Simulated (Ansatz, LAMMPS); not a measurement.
**What do other settings change for ionic liquid Pyr13+ FSI- at 400 K (144 atoms)?**

Density of this cell: 1.33 g/cm³. The cell holds 144 atoms: 32 C, 8 N, 72 H, 8 S, 16 O and 8 F. Its edges and angles: a = 11.551 Å, b = 11.551 Å, c = 11.551 Å, α = 90.0°, β = 90.0°, γ = 90.0°. 4 Pyr13+, 4 FSI- placed at random, at 1.33 g/cm³; overlaps pushed apart, then 10 ps at 700 K with MMFF94 bonds, angles, torsions, charges and radii (Halgren, J. Comput. Chem. 17, 490 (1996)) in harmonic and 12-6 forms; charges of ions scaled by 0.8. Snapshot after 30 ps at 400 K and fixed volume.

Geometry: as built.

Reference run: Kohn-Sham DFT, PBE+D4, PAW (set soft_2), plane waves (Ansatz 0.2.0), cutoff 750 eV, Γ point, fixed occupations.

| Property | Result |
| --- | --- |
| r.m.s. force component | 1.051 eV/Å |
| gap (highest filled to lowest empty level) | 4.802 eV |
| SCF cycles | 10 |
| time | 6.2 s on 8 threads of AMD EPYC 9R45, shared host |

Q: Estimate how much each variant changes the results, and its time and memory.
- support functions medium
- support functions low
- support functions high
- support functions medium, radius 3.29 Å
- support functions medium, radius 3.56 Å
- support functions medium, radius 3.8 Å
- support functions medium, radius 4.07 Å
- support functions medium, radius 4.58 Å
- support functions medium, radius 5.08 Å

Differences are against the run with plane waves at 750 eV (Kohn-Sham DFT, PBE+D4, PAW (set soft_2), plane waves), whose r.m.s. force component is 1.05 eV/Å. Energies are set beside the reference only for runs with its functional, potentials and electron count. Times are for 8 threads of AMD EPYC 9R45, shared host.

```csv
run,"Δ force, r.m.s. (meV/Å)",share of r.m.s. force (%),Δ energy (meV/atom),Δ gap (eV),cycles,time,host memory (GiB)
reference,-,-,-,-,10,6.2 s,4.2
support functions medium,0.697,0.0663,-0.539,6.0e-4,14,35 s,4.7
support functions low,0.848,0.0807,-0.538,0.0023,12,30 s,4.5
support functions high,0.477,0.0454,-0.591,2.0e-4,19,2.7 min,13
"support functions medium, radius 3.29 Å",0.812,0.0773,-0.539,9.0e-4,14,33 s,4.6
"support functions medium, radius 3.56 Å",0.665,0.0633,-0.539,6.0e-4,14,35 s,5.0
"support functions medium, radius 3.8 Å",0.531,0.0505,-0.539,6.0e-4,14,47 s,5.5
"support functions medium, radius 4.07 Å",0.484,0.0461,-0.539,4.0e-4,14,54 s,6.0
"support functions medium, radius 4.58 Å",0.456,0.0434,-0.539,2.0e-4,14,74 s,7.4
"support functions medium, radius 5.08 Å",0.454,0.0432,-0.539,2.0e-4,14,1.9 min,9.2
```

Among numerical settings the force difference runs from 0.45 meV/Å (support functions medium, radius 5.08 Å) to 0.85 meV/Å (support functions low). At 144 atoms the fastest of the runs at a preset level, support functions low, takes 4.9 times the time of plane waves, in 12 SCF cycles against 10. Differences between support functions and plane waves include what basis error the plane-wave run still has. As the radius goes from 3.29 to 5.08 Å, the force difference goes from 0.81 to 0.45 meV/Å, and the time from 33 s to 1.9 min. 

[Logs are printed without paths, hosts, clocks, repeated set-up lines and the standing remarks that a program may print on its own settings, such as how far it seeks lower states.]

[Hosts, paths, dates, database ids (printed as entryN), source tags and the programs' standing remarks are cut or masked in the printed files.]

[The MMFF94 radii named for the starting cell were scaled by 0.96; in molecules described by MMFF94, hydrogen bound to N, O or S took a small fixed 12-6 site in their place.]
